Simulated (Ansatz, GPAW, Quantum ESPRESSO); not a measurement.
## The valence band of TiPt3 as photoemission sees it

Aim: the valence spectrum of TiPt3 from He I to hard X-rays, and which orbitals make each feature. Spin–orbit coupling is left out of the bands throughout.

Program: Ansatz 0.2.0, Quantum ESPRESSO 7.5 and GPAW 26.7.0. Level of theory: DFT, LDA, plane-wave PAW, default files, scalar-relativistic, in the first sound run; inputs show where later runs differ. Results are calculated unless marked as measured.

The database entry behind the starting cell is an old determination (1943), so it need not match the best structure at ambient conditions.

**1. The starting structure**

It takes space group Pm-3m (No. 221, cubic). Conventional cell: a = 3.897 Å, b = 3.897 Å, c = 3.897 Å, α = 90.00°, β = 90.00°, γ = 90.00°. Pt has 8 Pt at 2.76 Å and 4 Ti at 2.76 Å nearest. Ti has 12 Pt at 2.76 Å nearest. Farther neighbours are not listed.

**2. The base run**

First the ground state, then the DOS by atom and shell, which the cross sections turn into spectra. The DOS is taken on a denser mesh than the density.

The input, input.yaml:

```yaml
crystal:
  lattice:
    - [3.897, 0.0, 0.0]
    - [0.0, 3.897, 0.0]
    - [0.0, 0.0, 3.897]
  atoms:
    - { symbol: Pt, position: [0.5, 0.5, 0.0] }
    - { symbol: Pt, position: [0.5, 0.0, 0.5] }
    - { symbol: Pt, position: [0.0, 0.5, 0.5] }
    - { symbol: Ti, position: [0.0, 0.0, 0.0] }
kpoints:
  mp_grid: { grid: [10, 10, 10] }
  band_path:
    path:
      - [[0.0, 0.0, 0.0], [0.0, 0.5, 0.0], [0.5, 0.5, 0.0], [0.0, 0.0, 0.0], [0.5, 0.5, 0.5], [0.0, 0.5, 0.0]]
      - [[0.5, 0.5, 0.5], [0.5, 0.5, 0.0]]
    npoints: 15
scf:
  occupations: { method: fermi_dirac, width: 0.05 }
  n_extra_bands: 12
hamiltonian:
  xc: lda
  pseudopotentials: { kind: paw }
output:
  forces: true
  stress: true
  dos:
    projected: true
    de: 0.05
    e_range: [-30, 12]
    nscf_kmesh: { grid: [16, 16, 16] }
  fatbands: true
  write_density: true
  write_potential: true
  elf: true
  volumetric_format: npy
```

Command:

```console
$ ansatz run input.yaml --threads 4 --pin off --max-ram 12288MiB --backend cpu --events-out ev --progress --plain --runs-dir out
```

Numbers of over 12 decimals in the logs are rounded to 6 here.

Output:

```text
scf.n_extra_bands = 12 over 33 filled bands (N_el = 66.0): the run solves 45 bands
Engine: ansatz 0.2.0, x86_64-unknown-linux-gnu
Pseudopotentials: kind: paw
Pseudopotential: Pt, paw, valence charge 18, recommended cutoff 420 eV (normal), Pt.paw.azcp
Pseudopotential: Ti, paw, valence charge 12, recommended cutoff 420 eV (normal), Ti.paw.azcp
Functional definition: SPW92
  exchange = slater_x
  correlation = pw_c
Crystal: 4 atoms, lattice volume = 59.182 Å³
Basis set: ecut = 420 eV, 1189 PW (Γ)
Bands: 45, of which v1, the nominal top of the filled ones, is band 33 counted from 1 (32 counted from 0)
Symmetry: 48 space group operations
Space group: Pm-3m (ITA 221), of the structure as read, at distance tolerance 3.9e-5 Å
k-points: 56 of 1000
Non-local potential: Pt, projectors of the file, l = 0: 3, l = 1: 2, l = 2: 2, l = 3: 1
Non-local potential: Ti, projectors of the file, l = 0: 3, l = 1: 2, l = 2: 3, l = 3: 1
PAW form: soft (Blöchl's): semilocal exchange-correlation on the pseudo side does not see the compensation charge
PAW frozen core: Pt, regenerated for the run's functional, and the local potential with it (the file was generated under x = pbe(κ = 0.804, μ = 0.219515), c = pbe(β = 0.066725))
PAW frozen core: Ti, regenerated for the run's functional, and the local potential with it (the file was generated under x = pbe(κ = 0.804, μ = 0.219515), c = pbe(β = 0.066725))
PAW one-centre angular grid: Pt, 590 points (default); XC on 64 Gauss nodes
PAW one-centre angular grid: Ti, 590 points (default); XC on 64 Gauss nodes
Initial density: superposition of atomic densities (neutral atoms: chi_scale 0, normalization atom), corrected by the library's trained network
Initial wavefunctions: pseudopotential atomic-orbital guess
Functional: x = slater, c = lda
SCF iter   1: F=—  HF=-39188.874170 eV  |F-HF|=—  |Δ(HF+E_count)|=         —  Δρ=1.56e-2  dr2=1.74e-1  ethr=1.77e-3  ⟨swp⟩=5.9  Hψ=9052  notcnv=0  defer=15
preconditioner: auto → Kerker (q_TF=auto, 2.778 Å⁻¹)  [metal: Δε(μ)=0.042 eV  Ē_g=9.428 eV  σ=0.050 eV  W_gap=0.20  n_scr=18 (ndim 8)  ℏωp=28.1 eV  f_vac=0.000  D(μ)=0.97/eV (n_scr^D=6)]
SCF iter   2: F=—  HF=-39188.863177 eV  |F-HF|=—  |Δ(HF+E_count)|=   1.10e-2  Δρ=8.33e-3  dr2=5.39e-2  ethr=2.64e-4  ⟨swp⟩=2.0  Hψ=3417  notcnv=0  defer=133
SCF iter   3: F=—  HF=-39188.857567 eV  |F-HF|=—  |Δ(HF+E_count)|=   5.61e-3  Δρ=6.47e-4  dr2=1.39e-4  ethr=8.17e-5  ⟨swp⟩=2.0  Hψ=2816  notcnv=0  defer=133
SCF iter   4: F=—  HF=-39188.857586 eV  |F-HF|=—  |Δ(HF+E_count)|=   1.93e-5  Δρ=1.38e-4  dr2=1.77e-5  ethr=2.11e-7  ⟨swp⟩=2.1  Hψ=3562  notcnv=0  defer=133
SCF iter   5: F=—  HF=-39188.857589 eV  |F-HF|=—  |Δ(HF+E_count)|=   3.32e-6  Δρ=3.22e-5  dr2=5.23e-7  ethr=2.69e-8  ⟨swp⟩=1.0  Hψ=2378  notcnv=0  defer=133
SCF iter   6: F=-39188.857589 eV  HF=-39188.857589 eV  |F-HF|=2.80e-8  |Δ(HF+E_count)|=   1.24e-7  Δρ=7.69e-6  dr2=5.10e-8  ethr=1.52e-10  ⟨swp⟩=11.5  Hψ=14796  notcnv=0
SCF 1 converged in 6 iterations: F = -39188.857589 eV  dr2 = 5.10e-8
  greatest PAW one-centre occupation: 1.000 electrons in one spin orbital (limit 2), on the Pt atom at site 2 (counted from 0), in its partial waves of l = 0
NSCF: frozen V_eff on 92 k-points
NSCF: frozen V_eff on 165 k-points
SCF converged after 6 iterations
Free energy (F): -39188.857589 eV
Harris-Foulkes:  -39188.857589 eV  (|F-HF|=2.80e-8)
Internal energy: -39188.846651 eV  (E = F + TS)
E sigma→0 (E₀):  -39188.852120 eV
Entropy (-TS):   -0.010939 eV (-2.735 meV/atom)
Fermi energy:    22.233348 eV
--- Per-component energies (eV) ---
  E_band       = -549.551616
  E_kinetic    = 2191.116183
  E_local      = -5241.556049  (includes V_loc(G=0)·N_el)
  E_nonlocal   = 627.755877
  E_hartree    = 1981.587533
  E_xc         = -881.919735
  E_vxc        = -1035.171487  (∫ρ·V_xc dr)
  E_paw        = -28530.515210  (= ΣΔE_a)
  E_vpaw       = -1054.866034  (= ΣTr[D̂ρ^β])
  E_aug_tail   = 0.000590  (compensation charges beyond the density's cutoff)
  E_ewald      = -9337.033399
  E_core_change = 1.717559  (= ΣΔE_core)
  E_smearing   = -0.010939  (= −TS)
  E_closure    = 0.000000  (closes the sum)
  Σ components = -39188.857589   (vs F -39188.857589, Δ=0.00e0)
--- Forces (eV/Å), atoms counted from 1 ---
  atom   1  Pt     0.00000000     0.00000000    -0.00000000
  atom   2  Pt    -0.00000000    -0.00000000     0.00000000
  atom   3  Pt     0.00000000    -0.00000000    -0.00000000
  atom   4  Ti     0.00000000    -0.00000000     0.00000000
  max |Σ_I F_I| component: 7.15e-29 eV/Å
--- Stress (GPa, compression-positive) ---
       -4.998656       0.000000       0.000000
        0.000000      -4.998656       0.000000
        0.000000       0.000000      -4.998656
  P = ⅓ Tr σ = -4.9987 GPa (-49.987 kbar)
--- Band table (eV; the first three rows and the last of 56) ---
  k-point 0: bands = [... 29 lower, 22.2813, 22.2813, 22.2813, 23.6217, 23.6217, 23.8194, 23.8194, 23.8194, ... 8 higher]
  k-point 1: bands = [... 29 lower, 21.6845, 21.6845, 22.2816, 23.0110, 23.5544, 23.5544, 23.5574, 23.7120, ... 8 higher]
  k-point 2: bands = [... 29 lower, 20.6699, 21.2436, 21.6746, 22.2826, 23.1201, 23.1201, 23.3927, 23.4387, ... 8 higher]
  k-point 55: bands = [... 29 lower, 21.5674, 21.5674, 21.5674, 21.7880, 21.7880, 21.7880, 23.4428, 23.4428, ... 8 higher]
```

Wall time 13 s (4 threads of Intel Xeon Platinum 8259CL at 2.50GHz (Skylake/Cascade Lake), shared host); peak memory 0.59 GiB.

This step gave:

* free energy: -39188.8576 eV
* energy at zero smearing: -39188.8521 eV
* smearing term TS: 0.01094 eV
* Fermi energy: 22.23 eV
* symmetry operations: 48
* pressure: -4.999 GPa
* zero of energy: Fermi level
* share of occupied states in no projected shell: 0.0181 of the occupied states in the window
* DOS at the Fermi level: 0.9598 states/eV/cell

Electronic bands along the path, in eV, zero at the Fermi level; # counts the bands kept:

| point | #14 | #15 | #16 | #17 | #18 | #19 | #20 | #21 |
| --- | --- | --- | --- | --- | --- | --- | --- | --- |
| Γ | 0.06 | 0.06 | 0.06 | 1.40 | 1.40 | 1.59 | 1.59 | 1.59 |
| 0.53 of the way | -1.65 | -1.50 | -1.28 | 0.06 | 0.56 | 0.56 | 0.98 | 1.04 |
| X | -2.67 | -2.60 | -1.36 | -0.20 | -0.20 | 0.06 | 0.44 | 0.76 |
| 0.47 of the way | -2.51 | -2.16 | -1.94 | -1.23 | 0.22 | 0.48 | 0.56 | 0.92 |
| M | -3.12 | -2.46 | -2.29 | -2.27 | 0.22 | 0.22 | 0.34 | 1.51 |
| 0.47 of the way | -2.50 | -1.80 | -1.17 | -0.95 | 0.46 | 0.66 | 0.73 | 1.16 |
| Γ | 0.06 | 0.06 | 0.06 | 1.40 | 1.40 | 1.59 | 1.59 | 1.59 |
| 0.47 of the way | -2.25 | -2.25 | -1.41 | -0.28 | 0.29 | 0.29 | 1.22 | 1.22 |
| R | -0.66 | -0.66 | -0.66 | -0.44 | -0.44 | -0.44 | 1.22 | 1.22 |
| 0.53 of the way | -2.81 | -2.79 | -1.75 | -0.73 | 0.36 | 0.63 | 0.67 | 0.81 |
| X | -2.67 | -2.60 | -1.36 | -0.20 | -0.20 | 0.06 | 0.44 | 0.76 |
| jump to R | -0.66 | -0.66 | -0.66 | -0.44 | -0.44 | -0.44 | 1.22 | 1.22 |
| 0.53 of the way | -2.79 | -2.69 | -1.95 | -1.24 | 0.60 | 0.60 | 0.93 | 1.27 |
| M | -3.12 | -2.46 | -2.29 | -2.27 | 0.22 | 0.22 | 0.34 | 1.51 |

Of the projections kept (Pt s, Pt d, Ti s, Ti d, not projected), the largest for each band there; the rest of the weight can lie on other orbitals:

| point | #14 | #15 | #16 | #17 | #18 | #19 | #20 | #21 |
| --- | --- | --- | --- | --- | --- | --- | --- | --- |
| Γ | Pt d 1.00 | Pt d 1.00 | Pt d 1.00 | Ti d 0.72 | Ti d 0.72 | not projected 1.00 | not projected 1.00 | not projected 1.00 |
| X | Pt d 0.99 | Pt d 0.93 | Pt d 1.00 | Ti d 0.86 | Ti d 0.86 | Pt d 1.00 | Ti d 0.88 | Ti d 0.76 |
| M | Pt d 1.00 | Ti d 0.65 | Pt d 1.00 | Pt d 1.00 | Ti d 0.86 | Ti d 0.86 | Ti d 1.00 | Pt d 0.51 |
| Γ | Pt d 1.00 | Pt d 1.00 | Pt d 1.00 | Ti d 0.72 | Ti d 0.72 | not projected 1.00 | not projected 1.00 | not projected 1.00 |
| R | not projected 1.00 | not projected 1.00 | not projected 1.00 | Pt d 1.00 | Pt d 1.00 | Pt d 1.00 | Ti d 0.58 | Ti d 0.58 |
| X | Pt d 0.99 | Pt d 0.93 | Pt d 1.00 | Ti d 0.86 | Ti d 0.86 | Pt d 1.00 | Ti d 0.88 | Ti d 0.76 |

The DOS has structure finer than the step of the table below, so its rows give means over 1 eV, whole bins alone (the curve runs from -11.7 to 10.6 eV). Peaks (eV: height): total -3.4: 8.75, -2.5: 8.79, 0.5: 9.70, 1.1: 7.83; Pt 5d -6.2: 5.44, -4.5: 5.90, -3.4: 7.43, -2.5: 7.64; Ti 3d 0.5: 6.87; Pt 6s -7.4: 0.885, -6.6: 1.10, 1.5: 0.673, 5.7: 0.727; Ti 4s -6.6: 0.485, -1.7: 0.362, 3.3: 0.214, 10.2: 0.141.

* holds the states left over by the projection beside any projected weight of its own, shared among the starred shells. Table of DOS by E, zero at the Fermi level; means over each step; values in states/eV/cell:

| E (eV) | total | Pt 5d | Ti 3d | Pt 6s | Ti 4s | Pt 6p* | Ti 4p* |
| --- | --- | --- | --- | --- | --- | --- | --- |
| -11 | 0 | 0 | 0 | 0 | 0 | 0 | 0 |
| -10 | 0.115 | 0.00289 | 6.7e-5 | 0.0796 | 0.0316 | 6.4e-4 | 3.3e-4 |
| -9 | 0.371 | 0.0220 | 0.00170 | 0.262 | 0.0789 | 0.00387 | 0.00237 |
| -8 | 0.902 | 0.209 | 0.0231 | 0.573 | 0.0801 | 0.00931 | 0.00761 |
| -7 | 2.99 | 1.91 | 0.224 | 0.667 | 0.166 | 0.0174 | 0.00896 |
| -6 | 5.70 | 4.77 | 0.340 | 0.377 | 0.159 | 0.0375 | 0.0178 |
| -5 | 4.87 | 4.33 | 0.268 | 0.140 | 0.0456 | 0.0623 | 0.0262 |
| -4 | 5.33 | 4.52 | 0.345 | 0.283 | 0.0438 | 0.0942 | 0.0370 |
| -3 | 6.42 | 5.38 | 0.662 | 0.220 | 0.0305 | 0.0961 | 0.0322 |
| -2 | 4.40 | 3.31 | 0.578 | 0.154 | 0.176 | 0.143 | 0.0453 |
| -1 | 2.23 | 1.70 | 0.267 | 0.0659 | 0.0779 | 0.0835 | 0.0270 |
| 0 | 3.46 | 1.17 | 2.09 | 0.0762 | 0.0149 | 0.0839 | 0.0273 |
| 1 | 5.78 | 1.66 | 3.51 | 0.391 | 0.0444 | 0.133 | 0.0445 |
| 2 | 1.53 | 0.332 | 0.773 | 0.237 | 0.0233 | 0.125 | 0.0420 |
| 3 | 1.22 | 0.135 | 0.397 | 0.253 | 0.110 | 0.242 | 0.0806 |
| 4 | 1.19 | 0.105 | 0.200 | 0.314 | 0.125 | 0.331 | 0.110 |
| 5 | 0.916 | 0.0563 | 0.0731 | 0.281 | 0.0884 | 0.313 | 0.104 |
| 6 | 1.27 | 0.0669 | 0.0744 | 0.510 | 0.0981 | 0.391 | 0.130 |
| 7 | 1.31 | 0.0451 | 0.0395 | 0.349 | 0.112 | 0.575 | 0.191 |
| 8 | 1.08 | 0.0265 | 0.0237 | 0.230 | 0.0849 | 0.537 | 0.179 |
| 9 | 1.22 | 0.0214 | 0.0175 | 0.187 | 0.105 | 0.669 | 0.223 |
| 10 | 1.51 | 0.0203 | 0.0135 | 0.109 | 0.111 | 0.942 | 0.314 |

This run's widths, added to any smearing of the DOS itself: Gaussian 0.6 eV, Lorentzian 0.05 eV. Table of intensity by binding energy, zero at the Fermi level; values in % of the maximum within 13 eV:

| binding energy (eV) | 21.2 eV | 100 eV | 600 eV | 1486.7 eV | 8047.8 eV |
| --- | --- | --- | --- | --- | --- |
| -1.0 | 0.304 | 0.316 | 0.302 | 0.300 | 0.300 |
| -0.5 | 0.956 | 1.14 | 0.915 | 0.882 | 0.875 |
| 0.0 | 9.50 | 10.8 | 9.19 | 8.97 | 8.88 |
| 0.5 | 28.7 | 28.2 | 28.8 | 28.9 | 28.7 |
| 1.0 | 30.9 | 32.5 | 30.7 | 30.3 | 30.3 |
| 1.5 | 44.7 | 53.1 | 43.4 | 41.7 | 41.9 |
| 2.0 | 60.2 | 64.7 | 59.6 | 58.6 | 58.7 |
| 2.5 | 85.1 | 83.4 | 85.4 | 85.7 | 85.4 |
| 3.0 | 91.2 | 91.5 | 91.0 | 91.0 | 90.9 |
| 3.5 | 96.6 | 95.5 | 96.9 | 97.1 | 97.2 |
| 4.0 | 76.7 | 71.0 | 78.2 | 79.2 | 79.7 |
| 4.5 | 87.2 | 79.6 | 89.0 | 90.4 | 90.5 |
| 5.0 | 75.2 | 67.9 | 76.8 | 78.0 | 77.9 |
| 5.5 | 70.7 | 64.4 | 72.2 | 73.3 | 73.3 |
| 6.0 | 84.4 | 77.8 | 86.6 | 87.6 | 88.4 |
| 6.5 | 75.8 | 73.2 | 78.4 | 78.6 | 81.6 |
| 7.0 | 32.4 | 32.5 | 33.9 | 33.7 | 36.4 |
| 7.5 | 13.1 | 13.5 | 14.6 | 14.4 | 17.6 |
| 8.0 | 4.36 | 4.63 | 5.79 | 5.56 | 8.47 |
| 8.5 | 1.61 | 1.85 | 2.67 | 2.47 | 4.47 |
| 9.0 | 0.766 | 0.974 | 1.54 | 1.38 | 2.77 |
| 9.5 | 0.425 | 0.579 | 0.965 | 0.851 | 1.78 |
| 10.0 | 0.241 | 0.317 | 0.508 | 0.450 | 0.895 |
| 10.5 | 0.134 | 0.142 | 0.177 | 0.168 | 0.238 |
| 11.0 | 0.102 | 0.0994 | 0.109 | 0.108 | 0.119 |
| 11.5 | - | 0.0826 | 0.0895 | 0.0894 | 0.0959 |

Maxima picked by a test of local sharpness, so broad peaks and shoulders can be missing; peaks within 0.45 eV of a curve's cut are left out. Valence peaks, by row:

| photon energy (eV) | binding energy (eV) | height (% of the maximum within 13 eV) | main shell | its share (%) |
| --- | --- | --- | --- | --- |
| 21.2 | 6.2 | 87.3 | Pt 5d | 94.58 |
| 21.2 | 4.5 | 87.42 | Pt 5d | 95.4 |
| 21.2 | 3.35 | 100 | Pt 5d | 91.9 |
| 21.2 | 0.75 | 31.91 | Pt 5d | 92.37 |
| 100 | 6.25 | 81.63 | Pt 5d | 80.43 |
| 100 | 4.5 | 79.78 | Pt 5d | 83.68 |
| 100 | 3.35 | 100 | Pt 5d | 73.56 |
| 600 | 6.2 | 89.79 | Pt 5d | 95.5 |
| 600 | 4.5 | 89.23 | Pt 5d | 97.06 |
| 600 | 3.35 | 100 | Pt 5d | 95.44 |
| 600 | 0.75 | 32 | Pt 5d | 95.65 |
| 1487 | 6.2 | 90.6 | Pt 5d | 97.97 |
| 1487 | 4.5 | 90.56 | Pt 5d | 98.99 |
| 1487 | 3.35 | 100 | Pt 5d | 98.79 |
| 1487 | 0.7 | 32.06 | Pt 5d | 98.93 |
| 8048 | 6.2 | 92.27 | Pt 5d | 95.25 |
| 8048 | 4.45 | 90.77 | Pt 5d | 97.71 |
| 8048 | 3.35 | 100 | Pt 5d | 97.81 |
| 8048 | 0.75 | 31.91 | Pt 5d | 98.31 |

The intensity has structure finer than the step of the table below, so its rows give means over 0.5 eV, whole bins alone (the curve runs from -11.7 to 1.38 eV). Peaks (eV: height): Pt L-beta5 -4.12: 100.0; Ti L-alpha -6.42: 58.3, -3.33: 99.6, -1.73: 97.5.

Shapes are the site's partial DOS without matrix elements, which overweights lines from ligand s bands. The intensity by emission energy less the core level's binding energy, zero at the Fermi level; means over each step; values in % of the unpolarised maximum:

| emission energy less the core level's binding energy (eV) | Pt L-beta5 | Ti L-alpha |
| --- | --- | --- |
| -11.0 | 19.7 | 0.331 |
| -10.5 | 22.8 | 0.401 |
| -10.0 | 26.5 | 0.507 |
| -9.5 | 31.1 | 0.702 |
| -9.0 | 36.6 | 1.10 |
| -8.5 | 43.3 | 1.97 |
| -8.0 | 51.0 | 4.47 |
| -7.5 | 59.7 | 13.4 |
| -7.0 | 68.8 | 27.9 |
| -6.5 | 77.6 | 54.5 |
| -6.0 | 85.5 | 45.7 |
| -5.5 | 91.9 | 36.9 |
| -5.0 | 96.5 | 37.1 |
| -4.5 | 99.2 | 47.1 |
| -4.0 | 99.9 | 45.2 |
| -3.5 | 98.5 | 85.0 |
| -3.0 | 94.9 | 85.0 |
| -2.5 | 89.5 | 72.3 |
| -2.0 | 82.4 | 75.3 |
| -1.5 | 74.3 | 79.4 |
| -1.0 | 65.8 | 36.8 |
| -0.5 | 57.3 | 25.8 |
| 0.0 | 49.2 | 16.1 |
| 0.5 | 42.0 | 3.09 |
| 1.0 | 35.7 | 1.43 |

Window up to 10.6 eV. Shell moments, by row:

| element | shell | occupied states an atom | centre of occupied part (eV) | rms width of occupied part (eV) | centre up to the window's top (eV) | rms width up to the window's top (eV) |
| --- | --- | --- | --- | --- | --- | --- |
| Pt | 6s | 0.944 | -6.188 | 2.215 | -0.5195 | 6.088 |
| Pt | 6p* | 0.1868 | -3.222 | 1.833 | 5.949 | 4.198 |
| Pt | 5d | 8.895 | -4.053 | 1.788 | -3.465 | 2.48 |
| Ti | 4s | 0.8954 | -5.221 | 2.722 | 0.5012 | 6.261 |
| Ti | 4p* | 0.2089 | -3.583 | 2.009 | 5.786 | 4.406 |
| Ti | 3d | 2.804 | -3.535 | 1.909 | -0.1065 | 2.634 |

Shapes are the site's partial DOS without matrix elements, which overweights lines from ligand s bands. Emission peaks, by row:

| line | energy (eV) | height (%) |
| --- | --- | --- |
| Pt L-beta5 | -4.1 | 100 |
| Ti L-alpha | -6.45 | 58.46 |
| Ti L-alpha | -4.5 | 49.98 |
| Ti L-alpha | -3.35 | 100 |
| Ti L-alpha | -2.7 | 79.58 |
| Ti L-alpha | -1.7 | 98.32 |

Table of broadened DOS, unweighted empty DOS by E, zero at the Fermi level; read off at these points:

E (eV), broadened DOS, unweighted empty DOS (states/eV/cell) and a bar:
```
    -0.50       0.05 
     0.00       2.12 #########
     0.50       6.78 #############################
     0.57       6.89 ##############################
     1.00       5.96 ##########################
     1.50       3.48 ###############
     2.00       1.50 ######
     2.50       0.70 ###
     3.00       1.26 #####
     3.28       1.56 #######
     3.50       1.49 ######
     4.00       1.19 #####
     4.50       1.03 ####
     5.00       0.92 ####
     5.50       1.12 #####
     6.00       1.28 #####
     6.50       1.18 #####
     7.00       1.34 ######
     7.50       1.24 #####
     8.00       1.07 ####
     8.50       1.09 #####
     9.00       1.25 #####
     9.50       1.21 #####
```

ELF in the ac plane at fractional y = 0.000, with atoms of Pt and Ti within 0.2 Å of it. It is the smooth field of the valence electrons, not physical close to the nuclei.

Ten even steps from '_' (0.05) to '@' (0.68), each cell a mean:
```
::**##::__::::::::..__==%%++
%%%%++....--------::..::##%%
==--..::--====--====--..::==
____..--==++++++++====--..__
....--==++##%%%%%%**====::..
::::--==**%%@@@@@@%%++==--::
::::--==**@@@@@@@@%%++----::
::::--==**@@@@@@@@%%++==--::
..::--==++##@@@@%%##++==--::
____::====++******++==--..__
::::..::============--::..::
%%##==..::----------....++##
==####::__::::::::..__--%%**
__==%%::__..::::::..__==%%::
```
Columns run along a (3.9 Å), rows up along c (3.9 Å). Atoms in or near the plane, at fractional coordinates: Pt at (0.50, 0.50), Ti at (0.00, 0.00).

Valence density in the ac plane at fractional y = 0.000, with atoms of Pt and Ti within 0.2 Å of it. It is the smooth field of the valence electrons, not physical close to the nuclei.

Values in e/Å³, 14 rows by 14 columns, each cell a mean:
```
 9  7  3  1  0  0  0  0  0  0  0  1  4  8
 5  4  1  0  0  0  0  0  0  0  0  1  2  4
 1  1  0  0  0  0  0  1  0  0  0  0  1  1
 0  0  0  0  0  1  1  2  1  1  0  0  0  0
 0  0  0  0  1  2  4  5  4  2  1  0  0  0
 0  0  0  1  2  5  8 10  8  4  1  0  0  0
 0  0  0  1  2  7 10 12 10  5  2  1  0  0
 0  0  0  1  2  6  9 10  8  4  1  0  0  0
 0  0  0  0  1  3  6  7  5  2  1  0  0  0
 0  0  0  0  1  1  2  2  2  1  0  0  0  0
 1  1  0  0  0  0  1  1  1  0  0  0  0  1
 3  2  1  0  0  0  0  0  0  0  0  0  1  3
 8  6  2  1  0  0  0  0  0  0  0  1  4  7
10  8  3  1  0  0  0  0  0  0  0  1  5  9
```
Columns run along a (3.9 Å), rows up along c (3.9 Å). Atoms in or near the plane, at fractional coordinates: Pt at (0.50, 0.50), Ti at (0.00, 0.00).

Electrostatic potential energy in the ac plane at fractional y = 0.000, with atoms of Pt and Ti within 0.2 Å of it. With pseudopotentials it is smooth inside the atoms' cores, unlike the true potential.

Ten even steps from '0' (-56 eV) to '9' (25 eV), each cell a mean:
```
44579999998754
55689999999765
67899999999877
88999876789998
99998532368999
99986200037999
99985100026999
99985200037999
99997421258999
99998755689999
77899988899987
55789999999865
44579999998754
44579999998654
```
Columns run along a (3.9 Å; values clipped at the 3rd and 97th percentile), rows up along c (3.9 Å). Atoms in or near the plane, at fractional coordinates: Pt at (0.50, 0.50), Ti at (0.00, 0.00).

Recipe: projected DOS times atomic cross section and asymmetry factor (linear light, 54.7° from the polarisation), occupied states only, Fermi edge at 20 K, a Lorentzian width of 0.05 eV growing by 0 eV per eV of binding energy, and a resolution of 0.6 eV. Curves are cut 10 eV under the photon energy, above any shell that the free atom's threshold puts out of reach, or at the lower edge of the window: 11.2 eV at 21.2 eV, 11.8 eV at 100 eV, 11.8 eV at 600 eV, 11.8 eV at 1486.7 eV and 11.8 eV at 8047.8 eV. A star in tables and legends marks shells that hold the states left over by the projection (1.8 % of the filled ones), a stand-in for orbitals that the files don't project on. Matrix elements of the solid and inelastic losses aren't modelled, nor non-dipole terms, which matter above 3 keV.

Share of each shell in the spectrum's area (%), by photon energy:

| shell | 21.2 eV | 100 eV | 600 eV | 1486.7 eV | 8047.8 eV |
| --- | --- | --- | --- | --- | --- |
| Pt 6s | 0.2 | 0.5 | 1.4 | 1.2 | 4.1 |
| Pt 5d | 92.8 | 76.0 | 94.8 | 97.9 | 95.2 |
| Ti 3d | 6.9 | 23.1 | 3.2 | 0.4 | 0.0 |

Cross sections used, in Mb an electron:

| shell | 21.2 eV | 100 eV | 600 eV | 1486.7 eV | 8047.8 eV |
| --- | --- | --- | --- | --- | --- |
| Pt 6s | 0.067 | 0.0087 | 0.0011 | 2.6e-4 | 1.4e-5 |
| Pt 5d | 3.6 | 0.15 | 0.0076 | 0.0022 | 3.4e-5 |
| Ti 3d | 2.5 | 0.44 | 0.0024 | 9.2e-5 | 7.8e-8 |

At this lattice the functional leaves a pressure of -5.0 GPa, which narrows the bands against the functional's own equilibrium. At the Fermi level the DOS is 0.96 states/eV a cell, and on the broadened curves Pt 5d holds 49 % of the total there.

(Continued in part 2 of 8.)

[Logs are printed without paths, hosts, clocks, repeated set-up lines and the standing remarks that a program may print on its own settings, such as how far it seeks lower states.]

[Hosts, paths, dates, database ids (printed as entryN), source tags and the programs' standing remarks are cut or masked in the printed files.]

[Maps of the electrostatic potential energy from Ansatz leave out the sawtooth potential of an applied field or a dipole correction, so their vacuum need not be flat; work functions include it.]

[Peak lists hold at most the 14 tallest peaks of each spectrum; further lines can be left out.]
